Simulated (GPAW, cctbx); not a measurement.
# Reading charge transfer from structure factors

Tl2Cr4Cd, I-4 (no. 82), a = 5.6690 Å, b = 5.6690 Å, c = 11.4365 Å, α = 90.00°, β = 90.00°, γ = 90.00°.

```
atom  mult.       x       y       z
 Tl1      2       0       0       0
 Tl2      2       0     1/2     1/4
 Cd1      2     1/2     1/2       0
 Cr1      8  0.6844  0.1690  0.3362
```

The start was made by putting kin elements into a known structure type; the compound need not exist, or be stable, in this form.

Absolute values of the static structure factors of the conventional cell from DFT (PBE, GPAW) against free spherical atoms, in electrons:

| hkl | d (Å) | free atoms | crystal |
| --- | --- | --- | --- |
| 002 | 5.718 | 7.87 | 7.51 |
| 011 | 5.079 | 105.97 | 106.00 |
| 110 | 4.009 | 54.34 | 54.18 |
| 112 | 3.282 | 404.74 | 404.40 |
| 013 | 3.163 | 163.26 | 162.97 |
| 004 | 2.859 | 278.88 | 279.12 |
| 020 | 2.834 | 272.17 | 272.38 |
| 022 | 2.540 | 119.78 | 119.13 |
| 121 | 2.475 | 179.79 | 179.03 |
| 211 | 2.475 | 200.14 | 199.35 |

**Question.** Which way does charge move, and which reflections show it best?

Project each element's phase sum on the total phase. At low angle |F| should rise if density moves to atoms that scatter in phase and fall if it moves to atoms that scatter against it.

| hkl | Tl in phase | Cd in phase | Cr in phase | change (e) | (%) |
| --- | --- | --- | --- | --- | --- |
| 002 | 0.0 | +2.0 | -3.7 | -0.36 | -4.6 |
| 011 | +2.8 | -1.1 | -2.6 | +0.03 | 0.0 |
| 110 | 0.0 | +2.0 | -1.6 | -0.17 | -0.3 |
| 112 | +3.8 | +1.9 | +2.3 | -0.34 | -0.1 |
| 013 | +2.6 | -0.8 | +0.3 | -0.29 | -0.2 |
| 004 | +4.0 | +2.0 | -4.5 | +0.25 | +0.1 |
| 020 | +4.0 | +2.0 | -4.8 | +0.21 | +0.1 |
| 022 | 0.0 | +2.0 | +2.3 | -0.65 | -0.5 |

Low-angle reflections that set elements apart and change by more than 0.05 e: 002, 110, 112, 013, 004, 020 and 022. The real-space density gives Voronoi charges Tl -0.02, Cd +0.08, Cr -0.01 e. The signs that these charges predict hold for 002, 110, 112 and 022 and fail for 013, 004 and 020, so the simple rule can't give the direction here. The reflections see the density near the nuclei and the atoms' change of size and shape; Voronoi cells count what crosses the midplanes.

[Outputs are excerpts: Python notices, other lines and further rows are left out; steps that failed or that the build refused (PBEsol, TPSS) are not shown.]

[Logs are printed without paths, hosts, clocks, repeated set-up lines and the standing remarks that a program may print on its own settings, such as how far it seeks lower states.]
